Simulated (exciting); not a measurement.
# Core excitons at the C K edge of C (Diamond), part 2 of 2

Aim: the C K absorption edge of C (Diamond) with the electron–hole interaction treated explicitly, and what each term of the kernel does.

exciting sodium; X-ray absorption, core-level Bethe-Salpeter equation, exchange and statically screened direct term, Tamm-Dancoff, all-electron LAPW+lo LDA.

So far. Step 3 (A richer basis for the empty states): Against the first ground state the total energy moves by -1 meV an atom and the gap by 0.00 eV. Step 4 (Screening, kernels and BSE for C atom 1): Maxima (height): -0.2 eV (1.00), 6.8 eV (0.35) and 15.1 eV (0.29).

### 5. Independent particles

Level of this step: X-ray absorption, independent-particle transitions from Dirac core states to Kohn-Sham bands, all-electron LAPW+lo LDA (exciting).

Input file input.xml:

```
<input>
  <title>C</title>
  <structure speciespath="." autormt="false" epslat="1.0e-5">
    <crystal>
      <basevect>0.0000000000 3.3700808783 3.3700808783</basevect>
      <basevect>3.3700808783 0.0000000000 3.3700808783</basevect>
      <basevect>3.3700808783 3.3700808783 0.0000000000</basevect>
    </crystal>
    <species speciesfile="C.xml" rmt="1.416">
      <atom coord="0.7500000000 0.7500000000 0.7500000000"/>
      <atom coord="0.5000000000 0.5000000000 0.5000000000"/>
    </species>
  </structure>
  <groundstate do="skip" xctype="LDA_PW" ngridk="7 7 7" rgkmax="7" gmaxvr="14" nempty="8" swidth="0.001" maxscl="100" epsengy="1e-5"/>
  <xs xstype="BSE" ngridk="6 6 6" ngridq="6 6 6" vkloff="0.097 0.273 0.493" rgkmax="7" nempty="12" gqmax="3" lmaxapwwf="5" lmaxemat="2" broad="0.01654" tevout="true">
    <energywindow intv="9.376 10.993" points="439"/>
    <screening screentype="full" nempty="25"/>
    <BSE xas="true" xasspecies="1" xasatom="1" xasedge="K" bsetype="IP" nstlxas="1 8"/>
    <qpointset>
      <qpoint>0 0 0</qpoint>
    </qpointset>
    <plan>
      <doonly task="bse"/>
    </plan>
  </xs>
</input>
```

Launch:

```console
OMP_NUM_THREADS=4 exciting
```

Numbers of over 12 decimals in the logs are rounded to 6 here.

Log:

```text
| EXCITING SODIUM started for task bse ( 445)                                  =
Info(bselauncher): Init time:    0.139132
Info(bselauncher): Setting up and diagonalizing BSE Hamiltonian.
Info(bselauncher): Using momentum transfer vectors from list :   1 to  1
Info(bselauncher): Distributing qmt-points over   1 processes.
Info(bselauncher): BSE type: IP
Info(bselauncher): Momentum transfer list index: iqmt=  1
Info(bselauncher): Momentum transfer: vqmtl=   0.000   0.000   0.000
Info(bse): Inspecting occupations...
Info(setranges_modxs): Number of non-reduced k-points:      216
[...]
highest unoccupied state:  12
  Opening gap with a scissor of:      0.000/H      0.000/eV
Info(select_transitions): Number of participating transitions:    3456
Info(bse): Selecting transitions...
Info(bse):bsegap (eV):   267.152287
Info(bse): IP requested, nothing much to do
Info(bse): Writing excition energies and oscillator strengths to text file.
Info(makespectrum_dist): Making spectrum using formula for coupling with time reversed AR basis.
Info(makespectrum_dist): Using formalism for vanishing momentum transfer.
Info(writederived): Writing quantities derived from the macroscopic dielectric function.
Info(bselauncher): Spectrum finished for iqmt=  1
Info(bselauncher): All done for BSE type IP
```

Wall time 1.5 s (4 threads of Arm Neoverse V1, shared host).

Maxima (height): 4.1 eV (0.41), 5.0 eV (0.41), 10.0 eV (0.52) and 16.6 eV (0.39). Against the singlet run the r.m.s. difference is 81 %. The highest maximum lies at 10.0 eV (0.52), against -0.2 eV (1.00).

### 6. Exchange alone

Edit input.xml of step 5 so:

```diff
@@ -17,3 +17,3 @@
     <screening screentype="full" nempty="25"/>
-    <BSE xas="true" xasspecies="1" xasatom="1" xasedge="K" bsetype="IP" nstlxas="1 8"/>
+    <BSE xas="true" xasspecies="1" xasatom="1" xasedge="K" bsetype="RPA" nstlxas="1 8"/>
     <qpointset>
```

Launch:

```console
OMP_NUM_THREADS=4 exciting
```

Log:

```text
| EXCITING SODIUM started for task bse ( 445)                                  =
Info(bselauncher): Init time:    0.138360
Info(bselauncher): Setting up and diagonalizing BSE Hamiltonian.
Info(bselauncher): Using momentum transfer vectors from list :   1 to  1
Info(bselauncher): Distributing qmt-points over   1 processes.
Info(bselauncher): BSE type: RPA
Info(bselauncher): Momentum transfer list index: iqmt=  1
Info(bselauncher): Momentum transfer: vqmtl=   0.000   0.000   0.000
Info(bse): Inspecting occupations...
Info(setranges_modxs): Number of non-reduced k-points:      216
[...]
Info(setup_bse_block): Setting up RR part of hamiltonian
Info(setup_bse_block): Using RPA approximation
Info(bse): Diagonalizing RR Hamiltonian (TDA)
Info(bse): Invoking Lapack routine ZHEEVR
      3456 eigen solutions found in the interval:
         i1=       1 i2=    3456
Info(bse): Writing excition energies and oscillator strengths to text file.
Info(makespectrum_dist): Making spectrum using formula for coupling with time reversed AR basis.
Info(makespectrum_dist): Using formalism for vanishing momentum transfer.
Info(writederived): Writing quantities derived from the macroscopic dielectric function.
Info(bselauncher): Spectrum finished for iqmt=  1
Info(bselauncher): All done for BSE type RPA
```

Elapsed: 24 s, on 4 threads.

Maxima (height): 5.1 eV (0.39), 10.1 eV (0.53) and 16.6 eV (0.39). Against the independent-particle run the r.m.s. difference is 6 %.

### 7. Local-field cutoff

Changed against the first singlet run: cutoff of the screened term (bohr⁻¹) from 3 to 4.

Edit input.xml of step 6 so:

```diff
@@ -14,6 +14,6 @@
   <groundstate do="skip" xctype="LDA_PW" ngridk="7 7 7" rgkmax="7" gmaxvr="14" nempty="8" swidth="0.001" maxscl="100" epsengy="1e-5"/>
-  <xs xstype="BSE" ngridk="6 6 6" ngridq="6 6 6" vkloff="0.097 0.273 0.493" rgkmax="7" nempty="12" gqmax="3" lmaxapwwf="5" lmaxemat="2" broad="0.01654" tevout="true">
+  <xs xstype="BSE" ngridk="6 6 6" ngridq="6 6 6" vkloff="0.097 0.273 0.493" rgkmax="7" nempty="12" gqmax="4" lmaxapwwf="5" lmaxemat="2" broad="0.01654" tevout="true">
     <energywindow intv="9.376 10.993" points="439"/>
     <screening screentype="full" nempty="25"/>
-    <BSE xas="true" xasspecies="1" xasatom="1" xasedge="K" bsetype="RPA" nstlxas="1 8"/>
+    <BSE xas="true" xasspecies="1" xasatom="1" xasedge="K" bsetype="singlet" nstlxas="1 8"/>
     <qpointset>
@@ -22,3 +22,5 @@
     <plan>
-      <doonly task="bse"/>
+      <doonly task="xsgeneigvec"/>
+      <doonly task="screen"/>
+      <doonly task="scrcoulint"/>
     </plan>
```

Input file input.xml for the exchange start (cutoff and plan only):

```
  gqmax="3"
  <plan>
    <doonly task="exccoulint"/>
  </plan>
```

Input file input.xml for the last start (plan only):

```
  <plan>
    <doonly task="bse"/>
  </plan>
```

Launch:

```console
OMP_NUM_THREADS=1 mpirun -n 4 exciting
OMP_NUM_THREADS=1 mpirun -n 4 exciting
OMP_NUM_THREADS=4 exciting
```

Log:

```text
| EXCITING SODIUM started for task xsgeneigvec ( 301)                          =
One-shot GS runs for BSE calculations
One-shot GS runs for k+qmt/2 grids
Info(xsgeneigvec): Generating eigenvectors for Q-point      1
Info(xsgeneigvec): Generation of eigenvectors finished
| EXCITING SODIUM started for task screen ( 430)                               =
Info(screenlauncher): Calculating screening for unshifted q-grid.
Info(screenlauncher): Number of q points:      16
Info(screenlauncher): lowest (partially)  unoccupied state:      5
[...]
Info(setup_bse_block): Setting up RR part of hamiltonian
Info(setup_bse_block): Singlet spin state
Info(bse): Diagonalizing RR Hamiltonian (TDA)
Info(bse): Invoking Lapack routine ZHEEVR
      3456 eigen solutions found in the interval:
         i1=       1 i2=    3456
Info(bse): Writing excition energies and oscillator strengths to text file.
Info(makespectrum_dist): Making spectrum using formula for coupling with time reversed AR basis.
Info(makespectrum_dist): Using formalism for vanishing momentum transfer.
Info(writederived): Writing quantities derived from the macroscopic dielectric function.
Info(bselauncher): Spectrum finished for iqmt=  1
Info(bselauncher): All done for BSE type singlet
```

Run time: 7 min. Hardware: 4 MPI ranks.

Wall time by task: xsgeneigvec 8.1 s, screen 51 s, scrcoulint 4.6 min, exccoulint 42 s, bse 39 s.

Against the singlet run the r.m.s. difference is 21 %. Moving the earlier curve by -0.3 eV leaves 12 %. The highest maximum lies at -0.4 eV (1.30), against -0.2 eV (1.00). The first bright state moves from -0.54 to -0.62 eV. The kernels miss the short-range part of the Coulomb interaction, its components above their cutoff.

```tsv
E (eV)	first run	this run
-4.0	0.03	0.03
-3.0	0.05	0.06
-2.0	0.09	0.13
-1.0	0.33	0.57
0.0	0.99	1.11
1.0	0.78	0.72
2.0	0.64	0.57
3.0	0.47	0.42
4.0	0.36	0.34
5.0	0.32	0.31
6.0	0.31	0.30
7.0	0.35	0.33
8.0	0.28	0.25
9.0	0.23	0.21
10.0	0.15	0.14
11.0	0.09	0.09
12.0	0.08	0.08
13.0	0.16	0.17
14.0	0.23	0.23
15.0	0.29	0.27
16.0	0.21	0.18
17.0	0.21	0.17
```

### 8. Shipped basis

Changed against the first singlet run: added local orbitals (Ha) from 0.9 to none.

Edit input.xml of step 7 so:

```diff
@@ -14,4 +14,4 @@
   <groundstate do="skip" xctype="LDA_PW" ngridk="7 7 7" rgkmax="7" gmaxvr="14" nempty="8" swidth="0.001" maxscl="100" epsengy="1e-5"/>
-  <xs xstype="BSE" ngridk="6 6 6" ngridq="6 6 6" vkloff="0.097 0.273 0.493" rgkmax="7" nempty="12" gqmax="4" lmaxapwwf="5" lmaxemat="2" broad="0.01654" tevout="true">
-    <energywindow intv="9.376 10.993" points="439"/>
+  <xs xstype="BSE" ngridk="6 6 6" ngridq="6 6 6" vkloff="0.097 0.273 0.493" rgkmax="7" nempty="12" gqmax="3" lmaxapwwf="5" lmaxemat="2" broad="0.01654" tevout="true">
+    <energywindow intv="9.377 10.994" points="439"/>
     <screening screentype="full" nempty="25"/>
@@ -23,4 +23,8 @@
       <doonly task="xsgeneigvec"/>
+      <doonly task="writepmatxs"/>
+      <doonly task="scrgeneigvec"/>
+      <doonly task="scrwritepmat"/>
       <doonly task="screen"/>
       <doonly task="scrcoulint"/>
+      <doonly task="exccoulint"/>
     </plan>
```

Input file input.xml for the last start (plan only):

```
  <plan>
    <doonly task="bse"/>
  </plan>
```

Launch:

```console
OMP_NUM_THREADS=1 mpirun -n 4 exciting
OMP_NUM_THREADS=4 exciting
```

Log:

```text
| EXCITING SODIUM started for task xsgeneigvec ( 301)                          =
One-shot GS runs for BSE calculations
One-shot GS runs for k+qmt/2 grids
Info(xsgeneigvec): Generating eigenvectors for Q-point      1
Info(xsgeneigvec): Generation of eigenvectors finished
| EXCITING SODIUM started for task writepmatxs ( 320)                          =
Info(writepmatxs): Momentum matrix elements finished
| EXCITING SODIUM started for task scrgeneigvec ( 401)                         =
One-shot GS runs for BSE calculations
One-shot GS runs for k+qmt/2 grids
[...]
Info(setup_bse_block): Setting up RR part of hamiltonian
Info(setup_bse_block): Singlet spin state
Info(bse): Diagonalizing RR Hamiltonian (TDA)
Info(bse): Invoking Lapack routine ZHEEVR
      3456 eigen solutions found in the interval:
         i1=       1 i2=    3456
Info(bse): Writing excition energies and oscillator strengths to text file.
Info(makespectrum_dist): Making spectrum using formula for coupling with time reversed AR basis.
Info(makespectrum_dist): Using formalism for vanishing momentum transfer.
Info(writederived): Writing quantities derived from the macroscopic dielectric function.
Info(bselauncher): Spectrum finished for iqmt=  1
Info(bselauncher): All done for BSE type singlet
```

Run time: 3.5 min. Hardware: 4 MPI ranks.

The spectrum differs from the singlet run by 3 % r.m.s. 

```tsv
E (eV)	first run	this run
-4.0	0.03	0.03
-3.0	0.05	0.04
-2.0	0.09	0.09
-1.0	0.33	0.32
0.0	0.99	0.98
1.0	0.78	0.77
2.0	0.64	0.63
3.0	0.47	0.46
4.0	0.36	0.35
5.0	0.32	0.31
6.0	0.31	0.30
7.0	0.35	0.34
8.0	0.28	0.27
9.0	0.23	0.22
10.0	0.15	0.15
11.0	0.09	0.09
12.0	0.08	0.08
13.0	0.16	0.15
14.0	0.23	0.21
15.0	0.29	0.27
16.0	0.21	0.20
17.0	0.21	0.20
```

### 9. From independent particles to the full kernel

```tsv
level	curve passes 0.15 (eV)	highest maximum (eV)	its height
IP	1.4	10.0	0.52
RPA	1.6	10.1	0.53
singlet	-1.5	-0.2	1.00
```

```tsv
E (eV)	IP	RPA	singlet
-4.0	0.01	0.01	0.03
-3.0	0.01	0.01	0.05
-2.0	0.01	0.01	0.09
-1.0	0.02	0.02	0.33
0.0	0.05	0.04	0.99
1.0	0.11	0.10	0.78
2.0	0.20	0.18	0.64
3.0	0.30	0.26	0.47
4.0	0.41	0.37	0.36
5.0	0.41	0.39	0.32
6.0	0.37	0.35	0.31
7.0	0.33	0.32	0.35
8.0	0.41	0.39	0.28
9.0	0.46	0.45	0.23
10.0	0.52	0.53	0.15
11.0	0.44	0.47	0.09
12.0	0.20	0.22	0.08
13.0	0.11	0.12	0.16
14.0	0.16	0.16	0.23
15.0	0.22	0.21	0.29
16.0	0.35	0.34	0.21
17.0	0.36	0.37	0.21
```

### 10. Outcome

* absorber and edge: C K, atom 1
* surroundings: 4 C at 1.54 Å (tetrahedral, site symmetry -43m)
* first bright state: -0.54 eV from the Kohn–Sham onset, on this mesh
* highest maximum: -0.2 eV
* cost of the BSE run: 3.7 min on 4 MPI ranks of Arm Neoverse V1, shared host; the last task ran on as many threads

In words: Is a core exciton bound? Yes on this mesh: the first bright state (over 5 % of the brightest) lies at -0.54 eV from the Kohn–Sham onset. Changing the cutoff of the screened term (bohr⁻¹) from 3 to 4 alters the spectrum by 21 % r.m.s. Changing the added local orbitals (Ha) from 0.9 to none alters the spectrum by 3 % r.m.s. Exchange alone changes the independent-particle spectrum by 6 % r.m.s. A mesh of 216 points doesn't converge binding energies. Exchange and the short-range direct term aren't converged in the kernel cutoff. The zero comes from the unshifted 7×7×7 ground-state mesh; it is exact only where the band minimum lies on that mesh. The Kohn–Sham onset, 267 eV, is no photon energy (tabulated edge of the element: 284.2 eV): the scale needs a rigid shift. No quasiparticle correction widens the gap or stretches the bands. Vibrations and energy-dependent lifetimes are left out. The structure is a published determination, not relaxed.

[Banner, clock and machine lines of the logs are left out without a mark of their own.]

[Logs are printed without paths, hosts, clocks, repeated set-up lines and the standing remarks that a program may print on its own settings, such as how far it seeks lower states.]

[Hosts, paths, dates, database ids (printed as entryN), source tags and the programs' standing remarks are cut or masked in the printed files.]
